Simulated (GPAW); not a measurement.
## SnO (honeycomb monolayer): G0W0 with GPAW, start to end

How does a plane-wave GW calculation on SnO (honeycomb monolayer) run from the first input to the gap?

Calculated with GPAW 26.7.0; LDA and many-body steps on it, plane waves.

Most raw output is cut from this account.

## (1) The structure

The cell holds 2 atoms: 1 Sn and 1 O. Cell: a = 3.124 Å, b = 3.124 Å, c = 11.400 Å, α = 90.0°, β = 90.0°, γ = 120.0°. Vacuum lies along c.

The start is a generated structure, not a measured one.

## (2) Relaxation

This step: GPAW 26.7.0; DFT, LDA, plane waves, PAW.

Gaps follow bond lengths, so the structure is brought to rest first.

Contents of run.py:

```python
import json
import numpy as np
from gpaw.mpi import world
from ase import Atoms
from ase.constraints import FixSymmetry
from ase.filters import FrechetCellFilter
from ase.optimize import BFGS
from gpaw import GPAW, PW, FermiDirac

atoms = Atoms(['Sn', 'O'],
    cell=[[3.1237832842, 0.0000000000, 0.0000000000],
      [-1.5618916421, 2.7052756800, 0.0000000000],
      [0.0000000000, 0.0000000000, 11.4000000000]],
    scaled_positions=[[0.3333333333, 0.6666666667, 0.4824561404],
      [0.6666666667, 0.3333333333, 0.5175438596]],
    pbc=(True, True, False))
atoms.set_constraint(FixSymmetry(atoms))
atoms.calc = GPAW(mode=PW(700),
    xc='LDA',
    kpts={'size': (9, 9, 1), 'gamma': True},
    occupations=FermiDirac(0.02),
    convergence={'density': 1e-5},
    txt='relax.txt')
steps = []
opt = BFGS(FrechetCellFilter(atoms, mask=[1, 1, 0, 0, 0, 1]), logfile='bfgs.log')
opt.attach(lambda: steps.append([atoms.get_potential_energy(), atoms.cell[:], atoms.positions.copy(), atoms.get_forces()]))
converged = opt.run(fmax=0.03, steps=50)
res = {'converged': bool(converged), 'steps': steps, 'cell': atoms.cell[:], 'frac': atoms.get_scaled_positions()}

if world.rank == 0:
    with open('result.json', 'w') as f:
        json.dump(res, f, default=lambda x: x.tolist())
```

The run is started by

```sh
$ mpirun -n 4 gpaw python run.py
```

It took 43 s on 4 MPI ranks of Arm Neoverse V1, shared host; peak memory 0.91 GiB; 2.9 min of CPU time.

Relaxation path:

```tsv
step	energy less that of the first step (eV)	largest force (eV/Å)
1	0.0000	7.2397
2	-2.5015	3.4241
3	-2.9983	1.2006
4	-3.0518	0.5428
5	-3.0775	0.1831
6	-3.1155	0.3116
7	-3.1486	0.5713
8	-3.1744	0.3331
9	-3.1785	0.0217
```

The atoms that moved most (Å):

```tsv
atom	dx	dy	dz	length
Sn1	0.000	0.000	-0.311	0.311
O2	0.000	0.000	0.311	0.311
```

The relaxed structure:

```cif
data_structure
_symmetry_space_group_name_H-M 'P 1'
_symmetry_Int_Tables_number 1
_cell_length_a 3.2274
_cell_length_b 3.2274
_cell_length_c 11.4000
_cell_angle_alpha 90.000
_cell_angle_beta 90.000
_cell_angle_gamma 120.000
_cell_volume 102.84
loop_
_atom_site_label
_atom_site_type_symbol
_atom_site_fract_x
_atom_site_fract_y
_atom_site_fract_z
_atom_site_occupancy
Sn1 Sn 0.33333 0.66667 0.45518 1
O2 O 0.66667 0.33333 0.54483 1
```

## (3) Ground state

The ground-state density comes first.

Contents of run.py:

```python
import json
import numpy as np
from gpaw.mpi import world
from ase import Atoms
from gpaw import GPAW, PW, FermiDirac

atoms = Atoms(['Sn', 'O'],
    cell=[[3.2274274464, 0.0000000000, 0.0000000000],
      [-1.6137137232, 2.7950341575, 0.0000000000],
      [0.0000000000, 0.0000000000, 11.4000000000]],
    scaled_positions=[[0.3333333333, 0.6666666667, 0.4551838662],
      [0.6666666667, 0.3333333333, 0.5448293796]],
    pbc=(True, True, False))
calc = GPAW(mode=PW(600),
    xc='LDA',
    kpts={'size': (12, 12, 1), 'gamma': True},
    occupations=FermiDirac(0.001),
    nbands=-7,
    convergence={'density': 1e-6, 'bands': -3},
    maxiter=100,
    txt='gs.txt')
atoms.calc = calc
res = {'energy': atoms.get_potential_energy()}
kpts = calc.get_ibz_k_points()
res['kpts'] = kpts
res['eigenvalues'] = [calc.get_eigenvalues(kpt=k) for k in range(len(kpts))]
res['n_electrons'] = calc.get_number_of_electrons()
calc.write('gs.gpw')

if world.rank == 0:
    with open('result.json', 'w') as f:
        json.dump(res, f, default=lambda x: x.tolist())
```

The run is started by

```sh
$ mpirun -n 4 gpaw python run.py
```

It took 7.9 s on 4 MPI ranks; peak memory 0.71 GiB; 31 s of CPU time.

Numbers from this step:

- total energy: -12.38 eV
- gap: 1.476 eV
- k of the valence top: 0.3333, 0.3333, 0
- k of the conduction bottom: 0.5, 0.5, 0
- least direct gap: 2.043 eV

The gap is indirect, with the least direct gap 0.57 eV higher.

## (4) Empty states on the mesh, 12×12×1 mesh, 177 bands

The sums over transitions need many empty states on a uniform mesh; this step solves for them.

Contents of run.py:

```python
import json
import numpy as np
from gpaw.mpi import world
from gpaw import GPAW

calc = GPAW('gs.gpw').fixed_density(kpts={'size': (12, 12, 1), 'gamma': True},
    nbands=206,
    convergence={'bands': 177},
    txt='nscf.txt')
calc.write('full.gpw', mode='all')
res = {}
kpts = calc.get_ibz_k_points()
res['kpts'] = kpts
res['eigenvalues'] = [calc.get_eigenvalues(kpt=k) for k in range(len(kpts))]
res['n_electrons'] = calc.get_number_of_electrons()

if world.rank == 0:
    with open('result.json', 'w') as f:
        json.dump(res, f, default=lambda x: x.tolist())
```

The run is started by

```sh
$ mpirun -n 4 gpaw python run.py
```

It took 1.9 min on 4 MPI ranks; peak memory 1.1 GiB.

This step gave:

- gap: 1.476 eV
- k of the valence top: 0.3333, 0.3333, 0
- k of the conduction bottom: 0.5, 0.5, 0
- least direct gap: 2.043 eV
- k points computed: 19
- lowest point of the top converged band, above the valence top: 78.1779 eV

On this mesh the gap is 1.476 eV.

## (5) Screening and self-energy, 12×12×1 mesh, 77 bands, screening to 48 eV

G0W0 replaces the xc potential by the self-energy, built once from these orbitals. Only a window of levels is corrected, while the sums run over the empty bands that the input names.

This step: G0W0 on LDA, plane waves, PAW.

Contents of run.py:

```python
import json
import numpy as np
from gpaw.mpi import world
from gpaw.response.g0w0 import G0W0

gw = G0W0('full.gpw',
    filename='gw',
    kpts=[0, 9, 18],
    bands=(8, 12),
    ecut=48,
    nbands=77,
    truncation='2D',
    integrate_gamma='sphere',
    q0_correction=True,
    frequencies={'type': 'nonlinear', 'domega0': 0.15, 'omega2': 15.0},
    eta=0.1,
    nblocksmax=True)
gw.calculate()
res = {mode: {k: v for k, v in r.items() if k != 'sigma_eskwn'}
       for mode, r in gw.all_results.items()}

if world.rank == 0:
    with open('result.json', 'w') as f:
        json.dump(res, f, default=lambda x: x.tolist())
```

The run is started by

```sh
$ mpirun -n 4 gpaw python run.py
```

It took 3.6 min on 4 MPI ranks; peak memory 2.4 GiB; 14 min of CPU time.

This step gave:

```yaml
g0w0_gap_on_the_points_computed: 2.708 eV
least_direct_g0w0_gap_on_the_computed_points: 3.380 eV
z_at_the_valence_top: 0.7334
z_at_the_conduction_bottom: 0.7439
starting_gap_on_the_mesh: 1.476 eV
k_of_the_valence_top: 0.3333, 0.3333, 0
k_of_the_conduction_bottom: 0.5, 0.5, 0
```

The gap on the mesh goes from 1.48 eV to 2.71 eV, a correction of +1.23 eV.

Limits: finite bands, cutoff and mesh; no spin-orbit coupling. v1 is the top filled band, c1 the lowest empty one. The levels before and after the correction (eV, zero at the valence-band top of each column):

```tsv
	conduction bottom	valence top
Kohn-Sham	1.48	0.00
G0W0	2.71	0.00
```

```tsv
	level	energy (eV)
Kohn-Sham	(0.333 0.333 0) v2	-3.401
Kohn-Sham	(0.333 0.333 0) v1	0.000
Kohn-Sham	(0.333 0.333 0) c1	2.342
Kohn-Sham	(0.333 0.333 0) c2	4.008
Kohn-Sham	(0.5 0.5 0) v2	-3.667
Kohn-Sham	(0.5 0.5 0) v1	-0.566
Kohn-Sham	(0.5 0.5 0) c1	1.476
Kohn-Sham	(0.5 0.5 0) c2	5.796
G0W0	(0.333 0.333 0) v2	-3.681
G0W0	(0.333 0.333 0) v1	0.000
G0W0	(0.333 0.333 0) c1	3.624
G0W0	(0.333 0.333 0) c2	5.205
G0W0	(0.5 0.5 0) v2	-3.845
G0W0	(0.5 0.5 0) v1	-0.672
G0W0	(0.5 0.5 0) c1	2.708
G0W0	(0.5 0.5 0) c2	7.408
```

## (6) Where the time went

Times are wall times on 4 MPI ranks of Arm Neoverse V1, shared host, good to a factor of about two.

```tsv
step	time	share	memory (GiB)
relaxation	43 s	11 %	0.91
ground state	7.9 s	2 %	0.71
empty states on the mesh	1.9 min	30 %	1.1
screening and self-energy	3.6 min	57 %	2.4
```

## (7) Results

| Property | Result |
| --- | --- |
| LDA gap | 1.48 eV, indirect |
| G0W0 gap on the mesh | 2.71 eV |
| GW settings | 12×12×1 mesh, 77 bands, screening to 48 eV, full frequency, Hilbert transform |
| known limits | not at the basis limit; no spin-orbit coupling |

What this shows: G0W0 moves the gap on the mesh from 1.48 eV to 2.71 eV (+1.23 eV), with Z of 0.73 and 0.74 at the edges. Only 3 of the mesh's irreducible points were corrected, so a valley elsewhere could overtake. The dearest step here is «screening and self-energy». Bands and cutoff are finite, so the gap is not at the basis limit. The miss can reach some tenths of an eV and take either sign; the mesh is an error of its own. These stock PAW sets were not made for GW. In the G0W0 run levels were corrected at 3 k points alone, so a gap called «on the mesh» is the least over those, and an edge elsewhere would be missed. The many-body steps are scalar-relativistic: spin-orbit coupling is not in them.

[Paths, hosts, dates, memory and timing lines, banners, echoed tables and standing remarks are left out of the program output.]

[Logs are printed without paths, hosts, clocks, repeated set-up lines and the standing remarks that a program may print on its own settings, such as how far it seeks lower states.]

[Runs of the session that timed out or met a known fault of the program may be left out.]

[Hosts, paths, dates, database ids (printed as entryN), source tags and the programs' standing remarks are cut or masked in the printed files.]
